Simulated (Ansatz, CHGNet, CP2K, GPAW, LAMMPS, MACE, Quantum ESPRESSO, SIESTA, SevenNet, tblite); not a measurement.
# SIESTA on amorphous Si (114 atoms): settings against a plane-wave reference, part 2 of 2

How do the settings of SIESTA change the result for amorphous Si (114 atoms)? A plane-wave run serves as the yardstick.

Program: SIESTA 5.4.2; the method stands at each step. Banners, paths, timers and routine set-up lines are dropped from the logs unmarked, and long logs keep their key lines alone; longer cuts are marked. The potentials were converted by us to PSML.

So far. Step 2 (PBE, DZP, shift 0.01 Ry, mesh 300 Ry): Forces lie 6.0 % from the reference's, at 4.9 times its CPU time (on 2 against 8 cores). Step 3 (PBE, SZ, shift 0.01 Ry, mesh 300 Ry): Against the first run (6.0 %), the force difference from the reference is 56 %, at 0.23 times the CPU time (on 1 against 2 cores), with 456 basis functions against 1482: the smaller basis costs accuracy.

## Step 4: PBE, DZ, shift 0.01 Ry, mesh 300 Ry

Method: Kohn-Sham DFT, PBE, PseudoDojo 0.4.1 norm-conserving pseudopotentials (converted to PSML), numerical atomic orbitals (DZ), diagonalisation.

input.fdf

```
SystemLabel cell
NumberOfAtoms 114
NumberOfSpecies 1
%block ChemicalSpeciesLabel
  1 14 Si
%endblock ChemicalSpeciesLabel
LatticeConstant 1.0 Ang
%block LatticeVectors
  13.28010 0.00000 0.00000
  0.00000 13.28010 0.00000
  0.00000 0.00000 13.28010
%endblock LatticeVectors
PAO.BasisSize DZ
PAO.EnergyShift 0.01 Ry
XC.Functional GGA
XC.Authors PBE
MeshCutoff 300 Ry
%block kgrid_Monkhorst_Pack
  1 0 0 0.0
  0 1 0 0.0
  0 0 1 0.0
%endblock kgrid_Monkhorst_Pack
SolutionMethod diagon
OccupationFunction FD
ElectronicTemperature 580 K
SCF.Mixer.Method Pulay
SCF.Mixer.Weight 0.05
SCF.Mixer.History 8
SCF.Mix Hamiltonian
MaxSCFIterations 300
SCF.DM.Tolerance 1e-04
SCF.H.Tolerance 1.0e-3 eV
WriteForces T
Write.HirshfeldPop T
Write.VoronoiPop T
Write.DM F
Write.H F
XML.Write F
AtomicCoordinatesFormat Fractional
%block AtomicCoordinatesAndAtomicSpecies
[... 114 atom lines left out: the same atoms as in the first run ...]
%endblock AtomicCoordinatesAndAtomicSpecies
```

The run is started by

```sh
$ OMP_NUM_THREADS=1 siesta < input.fdf > output.txt
```

Log:

```text
Version         : 5.4.2
reinit: System Name:
reinit: System Label: cell
initatom: Reading input for the pseudopotentials and atomic orbitals ----------
Species number:   1 Atomic number:   14 Label: Si
Ground state valence configuration (from tables):   3s02  3p02  3d00  4f00
---- Processing specs for species: Si
GGA--PBE XC_GGA_X_PBE--XC_GGA_C_PBE pb
Using PAO.SplitTailNorm
[... lines left out ...]
        iscf     Eharris(eV)        E_KS(eV)     FreeEng(eV)     dDmax    Ef(eV) dHmax(eV)
[... lines left out ...]
SCF Convergence by DM+H criterion
[... lines left out ...]
SCF cycle converged after 17 iterations
[... lines left out ...]
   Max    4.268195
[... lines left out ...]
   Max    4.268195    constrained
Stress tensor Voigt[x,y,z,yz,xz,xy] (kbar):      -77.64      -57.08      -69.17       10.45        4.80       -6.48
[... lines left out ...]
siesta: FreeEng =    -13021.956952
[... lines left out ...]
siesta:         Fermi =      -3.937414
[... lines left out ...]
siesta:     0.002994    0.006522   -0.043174
siesta: Cell volume =       2342.092460 Ang**3
siesta: Pressure (static):
siesta:                Solid            Molecule  Units
siesta:           0.00046201          0.00053222  Ry/Bohr**3
siesta:           0.04241955          0.04886592  eV/Ang**3
siesta:          67.96361115         78.29183705  kBar
    Orbital volume contribution        =          57.921874 eV
    (Free)E + p_basis*V_orbitals       =      -12964.035078 eV
    (Free)Eharris+ p_basis*V_orbitals  =      -12964.035082 eV
Hirshfeld Atomic Populations:
Atom #   charge [q] valence [e]  Species
     1     0.000003    3.999997  Si
     2     0.000128    3.999872  Si
     3     0.014758    3.985242  Si
[...]
--------------------
 Total    -0.000022
Voronoi Atomic Populations:
Atom #   charge [q] valence [e]  Species
[...]
113    -0.011764    4.011764  Si
   114     0.001832    3.998168  Si
--------------------
 Total    -0.000022
```

Wall time 2.9 min (1 thread of Arm Neoverse V2, shared host); peak memory 1.2 GiB.

Numbers from this run, and their distance from the reference:

* r.m.s. force component: 0.9433 eV/Å
* r.m.s. difference of force components: 181.5 meV/Å
* longest difference of force vectors: 711.5 meV/Å
* force difference over r.m.s. force: 22.38 %
* slope of forces against the reference's: 1.151
* correlation of force components: 0.9899
* pressure: 6.796 GPa
* pressure difference: 6.01 GPa

This is a coarse setting, run to see what it loses.

Against the first run (6.0 %), the force difference from the reference is 22 %, at 0.34 times the CPU time (on 1 against 2 cores), with 912 basis functions against 1482: the smaller basis costs accuracy.

## Step 5: PBE, DZP, shift 0.002 Ry, mesh 300 Ry

Method: Kohn-Sham DFT, PBE, PseudoDojo 0.4.1 norm-conserving pseudopotentials (converted to PSML), numerical atomic orbitals (DZP), diagonalisation.

Changes to input.fdf since step 4:

```diff
@@ -12,4 +12,4 @@
 %endblock LatticeVectors
-PAO.BasisSize DZ
-PAO.EnergyShift 0.01 Ry
+PAO.BasisSize DZP
+PAO.EnergyShift 0.002 Ry
 XC.Functional GGA
```

The run is started by

```sh
$ OMP_NUM_THREADS=1 mpirun -np 2 siesta < input.fdf > output.txt
```

Log:

```text
Version         : 5.4.2
reinit: System Name:
reinit: System Label: cell
initatom: Reading input for the pseudopotentials and atomic orbitals ----------
Species number:   1 Atomic number:   14 Label: Si
Ground state valence configuration (from tables):   3s02  3p02  3d00  4f00
---- Processing specs for species: Si
GGA--PBE XC_GGA_X_PBE--XC_GGA_C_PBE pb
[... lines left out ...]
        iscf     Eharris(eV)        E_KS(eV)     FreeEng(eV)     dDmax    Ef(eV) dHmax(eV)
[... lines left out ...]
SCF Convergence by DM+H criterion
[... lines left out ...]
SCF cycle converged after 17 iterations
[... lines left out ...]
   Max    4.029839
[... lines left out ...]
   Max    4.029839    constrained
Stress tensor Voigt[x,y,z,yz,xz,xy] (kbar):      -26.93      -12.44      -22.61        9.90        3.47       -5.76
[... lines left out ...]
siesta: FreeEng =    -13083.756105
[... lines left out ...]
siesta:         Fermi =      -5.402369
[... lines left out ...]
siesta:     0.002168    0.006176   -0.014109
siesta: Cell volume =       2342.092460 Ang**3
siesta: Pressure (static):
siesta:                Solid            Molecule  Units
siesta:           0.00014044          0.00022079  Ry/Bohr**3
siesta:           0.01289472          0.02027155  eV/Ang**3
siesta:          20.65962142         32.47859709  kBar
    Orbital volume contribution        =         148.397664 eV
    (Free)E + p_basis*V_orbitals       =      -12935.358441 eV
    (Free)Eharris+ p_basis*V_orbitals  =      -12935.358445 eV
Hirshfeld Atomic Populations:
Atom #   charge [q] valence [e]  Species
     1     0.002898    3.997102  Si
     2    -0.002644    4.002644  Si
     3     0.001275    3.998725  Si
[...]
--------------------
 Total     0.000005
Voronoi Atomic Populations:
Atom #   charge [q] valence [e]  Species
[...]
113    -0.022959    4.022959  Si
   114    -0.010482    4.010482  Si
--------------------
 Total     0.000004
```

It took 10 min on 2 MPI ranks; peak memory 3.6 GiB.

Numbers from this run, and their distance from the reference:

| Property | Result |
| --- | --- |
| r.m.s. force component | 0.8639 eV/Å |
| r.m.s. difference of force components | 65.26 meV/Å |
| longest difference of force vectors | 248.7 meV/Å |
| force difference over r.m.s. force | 8.047 % |
| slope of forces against the reference's | 1.064 |
| correlation of force components | 0.999 |
| pressure | 2.066 GPa |
| pressure difference | 1.279 GPa |

Against the first run (6.0 %), the force difference from the reference is 8.0 %, at 2.4 times the CPU time.

## Step 6: All runs compared

Differences are against the plane-wave reference, forces as r.m.s. over components; share is that over the reference's r.m.s. force, slope the least-squares factor from reference forces to these. Total energies of different programs have different zeros and aren't compared.

```tsv
run	Δ force, r.m.s. (meV/Å)	share (%)	slope	Δ pressure (GPa)	cores	CPU time	memory (GiB)
reference	-	-	-	-	8	1.7 min	2.5
SIESTA PBE, DZP, shift 0.01 Ry, mesh 300 Ry	48.5	5.98	1.049	0.524	2	8.5 min	2.4
SIESTA PBE, SZ, shift 0.01 Ry, mesh 300 Ry (coarse)	458	56.5	1.448	9.93	1	2 min	0.99
SIESTA PBE, DZ, shift 0.01 Ry, mesh 300 Ry (coarse)	181	22.4	1.151	6.01	1	2.9 min	1.2
SIESTA PBE, DZP, shift 0.002 Ry, mesh 300 Ry	65.3	8.05	1.064	1.28	2	21 min	3.6
```

Rows marked coarse were listed beforehand as settings not expected to be converged; some can still land near the reference.

CPU time is summed over cores on a shared host, where runs went side by side, so it is rough. Symmetry, cutoffs, thresholds, outputs and thread counts weren't matched or tuned between programs; memory under MPI is the largest rank's times the ranks.

## Step 7: Summary of results

```
nearest in forces : SIESTA PBE, DZP, shift 0.01 Ry, mesh 300 Ry, 6.0 %
its CPU time      : 8.5 min
```

In words: The PBE runs in local orbitals, coarse settings apart, differ by 6.0 % (SIESTA PBE, DZP, shift 0.01 Ry, mesh 300 Ry) to 8.0 % (SIESTA PBE, DZP, shift 0.002 Ry, mesh 300 Ry); basis, grid and potentials can all enter. Runs with settings chosen to be coarse differ by 22 % (SIESTA PBE, DZ, shift 0.01 Ry, mesh 300 Ry) to 56 % (SIESTA PBE, SZ, shift 0.01 Ry, mesh 300 Ry), their programs' other errors included. None of the electronic-structure runs in the table takes under half the reference's CPU time of 1.7 min; they take 1.2 to 12 times as much. SIESTA PBE, SZ, shift 0.01 Ry, mesh 300 Ry stiffens the forces by a factor of 1.45 while following their directions (correlation 0.973); the slopes of the 4 SIESTA runs lie between 1.05 and 1.45. In pressure, SIESTA PBE, SZ, shift 0.01 Ry, mesh 300 Ry misses by +9.9 GPa, at the same functional. The quench rate of 10 K/ps is many orders above laboratory rates, so the cell is likely richer in defects and strain than a real sample. The network of bonds at the start is that of the classical potential that made the cell, and needn't be the one that DFT or experiment would give. The electronic-structure runs sample only Γ, in a cell whose shortest periodic width is 13 Å, which is coarse for a cell with partly filled levels.

[Also dropped from logs without a mark: logging warnings of Python, and SIESTA's first energy breakdown and zero terms.]

[Logs are printed without paths, hosts, clocks, repeated set-up lines and the standing remarks that a program may print on its own settings, such as how far it seeks lower states.]

[Hosts, paths, dates, database ids (printed as entryN), source tags and the programs' standing remarks are cut or masked in the printed files.]
